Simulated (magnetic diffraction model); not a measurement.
**Moment size from magnetic intensity in Tb2Zn8Ru**

Space group P4/mmm (no. 123), a = 4.1730 Å, c = 11.1650 Å.

```
site  atom    x    y       z
  2g    Tb    0    0  0.3010
  1a    Ru    0    0       0
  2h    Zn  1/2  1/2  0.3030
  2e    Zn    0  1/2     1/2
  4i    Zn    0  1/2  0.1172
```

The compound is invented for this exercise: a known structure type with other elements, its cell scaled to their sizes and not relaxed.

Only Tb is taken to order (form factors of Tb3+); orders and moment sizes are assumed, and not adapted to the symmetry. Radiation: neutrons of λ = 4.2 Å, 8° to 90°; isotropic B of 0.4 Å² (Tb), 0.49 Å² (Ru) and 0.51 Å² (Zn). The intensities are simulated: I ∝ L Σ (|F_N|² + |F_M⊥|²) for unpolarised neutrons, with F_M = 2.695 fm/μB × Σ f(s) S exp(2πi Q·r) exp(−B s²) at Q = H ± k (one set where k and −k are equivalent), only the part normal to Q counting and L = 1/(sin²θ cos θ). For collinear order S is the moment m, which repeats by lattice and centring translations R with the sign exp(−2πi k·R). Form factors are spin-only for 3d ions and dipole or tabulated for f ions, scattering lengths are Sears's of 1992, and absorption is left out. A label names one of the reflections at its angle. The strongest nuclear line in the range is 100, and lines under 0.2 are left out.

In a first state the assumed order is k = (0 0 0), collinear moments along [110], 8.3 μB on Tb; signs + at (0, 0, 0.3010), − at (0, 0, 0.6990), with this pattern:

```
2θ (°)    index  nuclear  magnetic
 21.68  (0 0 1)     50.0    5152.8
 44.19  (0 0 2)      0.0     506.8
 60.43  (1 0 0)    100.0       0.0
 64.99  (1 0 1)     60.8    1409.8
 68.70  (0 0 3)      5.5     207.7
 77.85  (1 0 2)     21.8     503.2
```

**Question.** Nearer the ordering temperature the line at 21.68° has total intensity 513.8 on the same scale, and all moments have shrunk alike. How large is the Tb moment?

The nuclear part, 50.0, stays, so the magnetic part is 463.8 against 5152.8. It goes as m², so m = 8.3 × √(463.8/5152.8) = 2.49 μB; the value used was 2.49 μB.

[Logs are printed without paths, hosts, clocks, repeated set-up lines and the standing remarks that a program may print on its own settings, such as how far it seeks lower states.]
